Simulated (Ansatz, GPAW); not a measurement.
# A 7-layer slab of Ru(0001): work function by functional and basis, part 2 of 3

Wanted: work functions and dipole of a 7-layer slab of Ru(0001), with the cost of each level.

GPAW 26.7.0 and Ansatz 0.2.0; Ansatz plane waves; slab in vacuum with a dipole correction, relaxation (the session's first sound run).

So far, upper work function (eV): step 2 (relaxing the atoms) 5.02.

### Step 3. Plane waves, PBE

With the geometry fixed, the planar mean of the potential gives the vacuum level on each side.

This step: GPAW, PAW setups; slab in vacuum (GPAW 26.7.0).

File run.py:

```python
import json
import numpy as np
from ase import Atoms
from gpaw import GPAW, PW

slab = Atoms(
    ['Ru', 'Ru', 'Ru', 'Ru', 'Ru', 'Ru', 'Ru'],
    positions=[
        [0.00000, 0.00000, 8.00000],
        [2.70000, 1.55885, 10.13840],
        [0.00000, 0.00000, 12.27680],
        [2.70000, 1.55885, 14.44182],
        [0.00000, 0.00000, 16.60773],
        [2.70000, 1.55885, 18.76301],
        [0.00000, 0.00000, 20.83761]],
    cell=[[2.7, 0.0, 0.0], [1.35, 2.33827, 0.0], [0.0, 0.0, 28.8304]],
    pbc=[True, True, False])

slab.calc = GPAW(mode=PW(400), xc='PBE', kpts={'size': (13, 13, 1), 'gamma': True},
                 occupations={'name': 'fermi-dirac', 'width': 0.1}, nbands='160%',
                 convergence={'density': 1e-05}, maxiter=200,
                 poissonsolver={'dipolelayer': 'xy'},
                 symmetry={'tolerance': 1e-3}, txt='slab.txt')
result = {}
energy = slab.get_potential_energy()
fermi = slab.calc.get_fermi_level()
v = slab.calc.get_electrostatic_potential().mean((0, 1)) - fermi
n = slab.calc.get_pseudo_density().mean((0, 1))
L = slab.cell[2, 2]
z = np.arange(len(v)) * L / len(v)
low, high = slab.positions[:, 2].min(), slab.positions[:, 2].max()
below, above = np.interp([low - 5.8, high + 5.8], z, v)
slopes = [np.interp(x, z, np.gradient(v, z)) for x in (low - 5.8, high + 5.8)]
eps = np.array([[slab.calc.get_eigenvalues(k, s) for k in range(len(slab.calc.get_ibz_k_points()))]
                for s in range(slab.calc.get_number_of_spins())]) - fermi
top, bottom = eps[eps < 0].max(), eps[eps > 0].min()
dipole = slab.get_dipole_moment()[2]
print(f'energy {energy:.4f} eV, Fermi level {fermi:.4f} eV, dipole {dipole:.5f} e A')
print(f'potential 5.8 A off the faces, from the Fermi level: lower {below:.4f} eV, upper {above:.4f} eV')
print(f'slope of the potential there: lower {slopes[0]:.5f}, upper {slopes[1]:.5f} eV/A')
print(f'nearest levels on the mesh: {top:.4f} and {bottom:.4f} eV')
print('magnetic moment', round(slab.get_magnetic_moment(), 3))
result.update(energy=energy, fermi=fermi, dipole=dipole, below=below, above=above, slopes=slopes, edges=[top, bottom],
              z=z.tolist(), v=v.tolist(), n=n.tolist(), positions=slab.positions.tolist(),
              forces=slab.get_forces(apply_constraint=False).tolist(), moments=slab.get_magnetic_moments().tolist())
json.dump(result, open('result.json', 'w'))
```

Started as:

```
OMP_NUM_THREADS=1 OPENBLAS_NUM_THREADS=1 python run.py
```

What it wrote:

```text
energy -63.5901 eV, Fermi level 4.6691 eV, dipole 0.00183 e A
potential 5.8 A off the faces, from the Fermi level: lower 5.0564 eV, upper 5.0059 eV
slope of the potential there: lower -0.00005, upper 0.00021 eV/A
nearest levels on the mesh: -0.0009 and 0.0027 eV
magnetic moment 0.0
```

Wall time 8.2 min (1 thread of Arm Neoverse V2, shared host); peak memory 0.3 GiB.

Numbers from this step:

```
dipole along the normal                    : 0.001829 e·Å
levels nearest the Fermi level on the mesh : -9.34e-4, 0.002733 eV from the Fermi level
upper work function                        : 5.006 eV
lower work function                        : 5.056 eV
```

The electrostatic potential energy of an electron (without an applied field's), less the Fermi level, planar mean oscillates, so the rows of the table below give means over windows of 2.14 Å about each position, cut where the curve ends. Its maxima inside the range that stand out by 2 % of the span (Å: eV): 9.1: -1.82, 11.2: -1.99, 13.3: -1.69, 15.5: -1.72, 17.7: -1.90, 19.8: -2.64. Its minima: 8.0: -28.0, 10.1: -28.5, 12.3: -28.3, 14.4: -28.3, 16.7: -28.1, 18.8: -28.4, 20.8: -28.0.

The electrostatic potential energy of an electron (without an applied field's), less the Fermi level, planar mean by z; means over each step:

```tsv
z (Å)	electrostatic potential energy of an electron (without an applied field's), less the Fermi level, planar mean (eV)
1.07	5.05
3.21	5.06
5.35	4.84
7.49	-11.2
9.63	-13.5
11.77	-13.6
13.91	-13.3
16.05	-13.3
18.19	-13.5
20.33	-13.8
22.47	2.11
24.61	4.99
26.75	5.01
```

The pseudo valence density, planar mean oscillates, so the rows of the table below give means over windows of 2.14 Å about each position, cut where the curve ends. Its maxima inside the range that stand out by 2 % of the span (Å: e/Å³): 7.9: 2.56, 10.0: 2.55, 12.2: 2.54, 14.5: 2.59, 16.7: 2.65, 18.8: 2.67, 20.9: 2.58. Its minima: 9.0: 0.386, 11.1: 0.384, 13.5: 0.367, 15.6: 0.360, 17.7: 0.363, 19.9: 0.413.

Pseudo valence density, planar mean against z; means over each step:

```tsv
z (Å)	pseudo valence density, planar mean (e/Å³)
3.21	3.5e-5
5.35	0.00784
7.49	1.05
9.63	1.18
11.77	1.18
13.91	1.17
16.05	1.17
18.19	1.18
20.33	1.21
22.47	0.126
24.61	4.8e-4
26.75	0
```

Force by atom:

```tsv
atom	x (eV/Å)	y (eV/Å)	z (eV/Å)	size
Ru1	0.000	0.000	0.549	0.549
Ru2	0.000	0.000	-0.582	0.582
Ru3	0.000	0.000	0.048	0.048
Ru4	0.000	0.000	0.012	0.012
Ru5	0.000	0.000	-0.015	0.015
Ru6	0.000	0.000	-0.009	0.009
Ru7	0.000	0.000	0.007	0.007
```

The potential is flat to 2.1e-4 eV/Å where it is read, so the vacuum is wide enough. The geometry is the other program's minimum; here the largest force on a free atom is 0.015 eV/Å.

### Step 4. OptPBE vdW: xc = "optPBE-vdW"

The same geometry under optPBE-vdW, to see how far the functional moves the levels against the vacuum (the van der Waals functionals take revPBE setups).

Changes to run.py since step 3:

```diff
@@ -18,3 +18,3 @@
 
-slab.calc = GPAW(mode=PW(400), xc='PBE', kpts={'size': (13, 13, 1), 'gamma': True},
+slab.calc = GPAW(mode=PW(400), xc='optPBE-vdW', kpts={'size': (13, 13, 1), 'gamma': True},
                  occupations={'name': 'fermi-dirac', 'width': 0.1}, nbands='160%',
```

What it wrote:

```text
energy -160.3501 eV, Fermi level 4.5711 eV, dipole 0.00181 e A
potential 5.8 A off the faces, from the Fermi level: lower 5.2292 eV, upper 5.1794 eV
slope of the potential there: lower -0.00009, upper 0.00027 eV/A
nearest levels on the mesh: -0.0066 and 0.0016 eV
magnetic moment 0.0
```

Wall time 11 min (1 thread); peak memory 0.43 GiB.

This step gave:

- dipole along the normal: 0.001810 e·Å
- levels nearest the Fermi level on the mesh: -0.006614, 0.001611 eV from the Fermi level
- upper work function: 5.179 eV
- lower work function: 5.229 eV

The electrostatic potential energy of an electron (without an applied field's), less the Fermi level, planar mean oscillates, so the rows of the table below give means over windows of 2.14 Å about each position, cut where the curve ends. Its maxima inside the range that stand out by 2 % of the span (Å: eV): 9.1: -1.89, 11.2: -2.07, 13.3: -1.76, 15.5: -1.79, 17.7: -1.98, 19.8: -2.72. Its minima: 8.0: -27.8, 10.1: -28.3, 12.3: -28.2, 14.4: -28.1, 16.7: -27.9, 18.8: -28.3, 20.8: -27.9.

Table of electrostatic potential energy of an electron (without an applied field's), less the Fermi level, planar mean by z; means over each step:

z (Å), electrostatic potential energy of an electron (without an applied field's), less the Fermi level, planar mean (eV) and a bar from the least value:
```
     1.07        5.2 ##############################
     3.21        5.2 ##############################
     5.35        5.0 ##############################
     7.49      -11.1 ####
     9.63      -13.5 
    11.77      -13.5 
    13.91      -13.3 #
    16.05      -13.3 #
    18.19      -13.5 
    20.33      -13.8 
    22.47        2.2 #########################
    24.61        5.2 ##############################
    26.75        5.2 ##############################
```

The pseudo valence density, planar mean oscillates, so the rows of the table below give means over windows of 2.14 Å about each position, cut where the curve ends. Its maxima inside the range that stand out by 2 % of the span (Å: e/Å³): 7.9: 2.56, 10.0: 2.55, 12.2: 2.54, 14.5: 2.60, 16.7: 2.65, 18.8: 2.68, 20.9: 2.58. Its minima: 9.0: 0.382, 11.1: 0.378, 13.5: 0.361, 15.6: 0.355, 17.7: 0.358, 19.9: 0.408.

Table of pseudo valence density, planar mean by z; means over each step:

```tsv
z (Å)	pseudo valence density, planar mean (e/Å³)
3.21	5.1e-5
5.35	0.00807
7.49	1.05
9.63	1.18
11.77	1.18
13.91	1.17
16.05	1.17
18.19	1.18
20.33	1.21
22.47	0.126
24.61	5.7e-4
26.75	3.7e-6
```

Force by atom:

```tsv
atom	x (eV/Å)	y (eV/Å)	z (eV/Å)	size
Ru1	0.000	0.000	0.163	0.163
Ru2	0.000	0.000	-0.568	0.568
Ru3	0.000	0.000	0.064	0.064
Ru4	0.000	0.000	0.013	0.013
Ru5	0.000	0.000	-0.024	0.024
Ru6	0.000	0.000	-0.062	0.062
Ru7	0.000	0.000	0.420	0.420
```

The upper face's work function is 5.179 eV, against 5.006 eV in the first plane-wave PBE run at this geometry.

### Step 5. Self-consistent run: xc = "LDA"

The same geometry under LDA, to see how far the functional moves the levels against the vacuum.

Changes to run.py since step 4:

```diff
@@ -18,3 +18,3 @@
 
-slab.calc = GPAW(mode=PW(400), xc='optPBE-vdW', kpts={'size': (13, 13, 1), 'gamma': True},
+slab.calc = GPAW(mode=PW(400), xc='LDA', kpts={'size': (13, 13, 1), 'gamma': True},
                  occupations={'name': 'fermi-dirac', 'width': 0.1}, nbands='160%',
```

What it wrote:

```text
energy -73.5690 eV, Fermi level 4.3493 eV, dipole 0.00184 e A
potential 5.8 A off the faces, from the Fermi level: lower 5.4170 eV, upper 5.3665 eV
slope of the potential there: lower -0.00025, upper 0.00020 eV/A
nearest levels on the mesh: -0.0020 and 0.0032 eV
magnetic moment 0.0
```

The job ended after 10 min (1 thread; peak memory 0.3 GiB).

This step gave:

- dipole along the normal: 0.001840 e·Å
- levels nearest the Fermi level on the mesh: -0.002032, 0.003154 eV from the Fermi level
- upper work function: 5.367 eV
- lower work function: 5.417 eV

The upper face's work function is 5.367 eV, against 5.006 eV in the first plane-wave PBE run at this geometry.

### Step 6. Self-consistent run: xc = "RPBE"

The same geometry under RPBE, to see how far the functional moves the levels against the vacuum.

Changes to run.py since step 5:

```diff
@@ -18,3 +18,3 @@
 
-slab.calc = GPAW(mode=PW(400), xc='LDA', kpts={'size': (13, 13, 1), 'gamma': True},
+slab.calc = GPAW(mode=PW(400), xc='RPBE', kpts={'size': (13, 13, 1), 'gamma': True},
                  occupations={'name': 'fermi-dirac', 'width': 0.1}, nbands='160%',
```

What it wrote:

```text
energy -59.1154 eV, Fermi level 4.7860 eV, dipole 0.00190 e A
potential 5.8 A off the faces, from the Fermi level: lower 4.8884 eV, upper 4.8359 eV
slope of the potential there: lower -0.00009, upper 0.00026 eV/A
nearest levels on the mesh: -0.0035 and 0.0021 eV
magnetic moment 0.0
```

Run time: 11 min. Hardware: 1 thread; peak memory 0.3 GiB.

This step gave:

```yaml
dipole_along_the_normal: 0.001899 e·Å
levels_nearest_the_fermi_level_on_the_mesh: -0.003472, 0.002134 eV from the Fermi level
upper_work_function: 4.836 eV
lower_work_function: 4.888 eV
```

The electrostatic potential energy of an electron (without an applied field's), less the Fermi level, planar mean oscillates, so the rows of the table below give means over windows of 2.14 Å about each position, cut where the curve ends. Its maxima inside the range that stand out by 2 % of the span (Å: eV): 9.1: -1.91, 11.2: -2.09, 13.3: -1.78, 15.5: -1.81, 17.7: -1.99, 19.8: -2.74. Its minima: 8.0: -28.0, 10.1: -28.5, 12.3: -28.4, 14.4: -28.3, 16.7: -28.2, 18.8: -28.5, 20.8: -28.1.

The electrostatic potential energy of an electron (without an applied field's), less the Fermi level, planar mean by z; means over each step:

z (Å), electrostatic potential energy of an electron (without an applied field's), less the Fermi level, planar mean (eV) and a bar from the least value:
```
     1.07        4.9 ##############################
     3.21        4.9 ##############################
     5.35        4.7 ##############################
     7.49      -11.3 ####
     9.63      -13.6 
    11.77      -13.6 
    13.91      -13.4 #
    16.05      -13.4 #
    18.19      -13.6 
    20.33      -13.9 
    22.47        2.0 #########################
    24.61        4.8 ##############################
    26.75        4.8 ##############################
```

The upper face's work function is 4.836 eV, against 5.006 eV in the first plane-wave PBE run at this geometry.

### Step 7. Self-consistent run: xc = "revPBE"

The same geometry under revPBE, to see how far the functional moves the levels against the vacuum.

Changes to run.py since step 6:

```diff
@@ -18,3 +18,3 @@
 
-slab.calc = GPAW(mode=PW(400), xc='RPBE', kpts={'size': (13, 13, 1), 'gamma': True},
+slab.calc = GPAW(mode=PW(400), xc='revPBE', kpts={'size': (13, 13, 1), 'gamma': True},
                  occupations={'name': 'fermi-dirac', 'width': 0.1}, nbands='160%',
```

What it wrote:

```text
energy -60.0678 eV, Fermi level 4.7627 eV, dipole 0.00186 e A
potential 5.8 A off the faces, from the Fermi level: lower 4.9124 eV, upper 4.8610 eV
slope of the potential there: lower -0.00013, upper 0.00033 eV/A
nearest levels on the mesh: -0.0027 and 0.0033 eV
magnetic moment 0.0
```

Elapsed: 11 min, on 1 thread; peak memory 0.3 GiB.

Numbers from this step:

```yaml
dipole_along_the_normal: 0.001857 e·Å
levels_nearest_the_fermi_level_on_the_mesh: -0.002728, 0.003253 eV from the Fermi level
upper_work_function: 4.861 eV
lower_work_function: 4.912 eV
```

The upper face's work function is 4.861 eV, against 5.006 eV in the first plane-wave PBE run at this geometry.

### Step 8. Self-consistent run: xc = "vdW-DF2"

The same geometry under vdW-DF2, to see how far the functional moves the levels against the vacuum (the van der Waals functionals take revPBE setups).

Changes to run.py since step 7:

```diff
@@ -18,3 +18,3 @@
 
-slab.calc = GPAW(mode=PW(400), xc='revPBE', kpts={'size': (13, 13, 1), 'gamma': True},
+slab.calc = GPAW(mode=PW(400), xc='vdW-DF2', kpts={'size': (13, 13, 1), 'gamma': True},
                  occupations={'name': 'fermi-dirac', 'width': 0.1}, nbands='160%',
```

What it wrote:

```text
energy -662.5283 eV, Fermi level 4.6327 eV, dipole 0.00157 e A
potential 5.8 A off the faces, from the Fermi level: lower 5.3458 eV, upper 5.3029 eV
slope of the potential there: lower -0.00022, upper 0.00048 eV/A
nearest levels on the mesh: -0.0185 and 0.0007 eV
magnetic moment 0.0
```

It took 11 min on 1 thread; peak memory 0.43 GiB.

Numbers from this step:

```
dipole along the normal                    : 0.001567 e·Å
levels nearest the Fermi level on the mesh : -0.01847, 7.06e-4 eV from the Fermi level
upper work function                        : 5.303 eV
lower work function                        : 5.346 eV
```

The upper face's work function is 5.303 eV, against 5.006 eV in the first plane-wave PBE run at this geometry.

### Step 9. Real-space grid: mode = "fd"

A real-space grid is a second complete basis, so it checks the plane-wave result.

Changes to run.py since step 8:

```diff
@@ -3,3 +3,3 @@
 from ase import Atoms
-from gpaw import GPAW, PW
+from gpaw import GPAW
 
@@ -18,3 +18,3 @@
 
-slab.calc = GPAW(mode=PW(400), xc='vdW-DF2', kpts={'size': (13, 13, 1), 'gamma': True},
+slab.calc = GPAW(mode='fd', h=0.18, xc='PBE', kpts={'size': (13, 13, 1), 'gamma': True},
                  occupations={'name': 'fermi-dirac', 'width': 0.1}, nbands='160%',
```

What it wrote:

```text
energy -64.4773 eV, Fermi level -5.0304 eV, dipole 0.00180 e A
potential 5.8 A off the faces, from the Fermi level: lower 5.0573 eV, upper 5.0035 eV
slope of the potential there: lower -0.00008, upper 0.00002 eV/A
nearest levels on the mesh: -0.0010 and 0.0025 eV
magnetic moment 0.0
```

Run time: 38 min. Hardware: 1 thread; peak memory 1.1 GiB.

This step gave:

* dipole along the normal: 0.001802 e·Å
* levels nearest the Fermi level on the mesh: -0.001030, 0.002481 eV from the Fermi level
* upper work function: 5.003 eV
* lower work function: 5.057 eV

The electrostatic potential energy of an electron (without an applied field's), less the Fermi level, planar mean oscillates, so the rows of the table below give means over windows of 2.16 Å about each position, cut where the curve ends. Its maxima inside the range that stand out by 2 % of the span (Å: eV): 9.1: -1.85, 11.2: -2.04, 13.3: -1.70, 15.5: -1.69, 17.7: -1.86, 19.8: -2.55. Its minima: 8.0: -28.0, 10.2: -28.3, 12.3: -27.9, 14.4: -28.2, 16.6: -28.2, 18.7: -28.4, 20.9: -27.6.

Table of electrostatic potential energy of an electron (without an applied field's), less the Fermi level, planar mean by z; means over each step:

```tsv
z (Å)	electrostatic potential energy of an electron (without an applied field's), less the Fermi level, planar mean (eV)
1.08	5.06
3.24	5.06
5.40	4.80
7.56	-11.5
9.72	-13.5
11.88	-13.5
14.04	-13.3
16.20	-13.3
18.36	-13.5
20.52	-13.5
22.68	3.28
24.84	5.00
27.00	5.00
```

The upper face's work function is 5.003 eV, against 5.006 eV in the first plane-wave PBE run at this geometry.

### Step 10. Atomic orbitals: mode = "lcao"

Atom-centred orbitals end a few angstrom from the surface, which tests how much the density's tail matters.

Changes to run.py since step 9:

```diff
@@ -18,4 +18,4 @@
 
-slab.calc = GPAW(mode='fd', h=0.18, xc='PBE', kpts={'size': (13, 13, 1), 'gamma': True},
-                 occupations={'name': 'fermi-dirac', 'width': 0.1}, nbands='160%',
+slab.calc = GPAW(mode='lcao', basis='dzp', h=0.18, xc='PBE', kpts={'size': (13, 13, 1), 'gamma': True},
+                 occupations={'name': 'fermi-dirac', 'width': 0.1}, nbands='120%',
                  convergence={'density': 1e-05}, maxiter=200,
```

What it wrote:

```text
energy -60.8017 eV, Fermi level -5.0468 eV, dipole 0.00181 e A
potential 5.8 A off the faces, from the Fermi level: lower 5.0739 eV, upper 5.0197 eV
slope of the potential there: lower -0.00003, upper 0.00003 eV/A
nearest levels on the mesh: -0.0059 and 0.0033 eV
magnetic moment 0.0
```

Wall time 60 min (1 thread); peak memory 0.5 GiB.

This step gave:

```
dipole along the normal                    : 0.001813 e·Å
levels nearest the Fermi level on the mesh : -0.005855, 0.003329 eV from the Fermi level
upper work function                        : 5.020 eV
lower work function                        : 5.074 eV
```

The electrostatic potential energy of an electron (without an applied field's), less the Fermi level, planar mean oscillates, so the rows of the table below give means over windows of 2.16 Å about each position, cut where the curve ends. Its maxima inside the range that stand out by 2 % of the span (Å: eV): 9.1: -1.88, 11.2: -2.02, 13.3: -1.67, 15.5: -1.66, 17.7: -1.84, 19.8: -2.61. Its minima: 8.0: -28.1, 10.2: -28.3, 12.3: -28.0, 14.4: -28.3, 16.6: -28.3, 18.7: -28.5, 20.9: -27.7.

Table of electrostatic potential energy of an electron (without an applied field's), less the Fermi level, planar mean by z; means over each step:

z (Å), electrostatic potential energy of an electron (without an applied field's), less the Fermi level, planar mean (eV) and a bar from the least value:
```
     1.08        5.1 ##############################
     3.24        5.1 ##############################
     5.40        4.8 ##############################
     7.56      -11.5 ###
     9.72      -13.5 
    11.88      -13.5 
    14.04      -13.3 
    16.20      -13.3 
    18.36      -13.6 
    20.52      -13.5 
    22.68        3.3 ###########################
    24.84        5.0 ##############################
    27.00        5.0 ##############################
```

The upper face's work function is 5.020 eV, against 5.006 eV in the first plane-wave PBE run at this geometry.

### Step 11. All levels side by side

Times are for 1 thread of Arm Neoverse V2, shared host. The series side by side:

```tsv
no.	run	upper work function (eV)	lower work function (eV)	time	memory (GiB)
1	pw	5.006	5.056	8.2 min	0.3
2	optPBE vdW	5.179	5.229	11 min	0.43
3	LDA	5.367	5.417	10 min	0.3
4	RPBE	4.836	4.888	11 min	0.3
5	revPBE	4.861	4.912	11 min	0.3
6	vdW DF2	5.303	5.346	11 min	0.43
7	fd	5.003	5.057	38 min	1.1
8	lcao	5.020	5.074	60 min	0.5
```

(Continued in part 3 of 3.)

[Logs are printed without paths, hosts, clocks, repeated set-up lines and the standing remarks that a program may print on its own settings, such as how far it seeks lower states.]

[Hosts, paths, dates, database ids (printed as entryN), source tags and the programs' standing remarks are cut or masked in the printed files.]
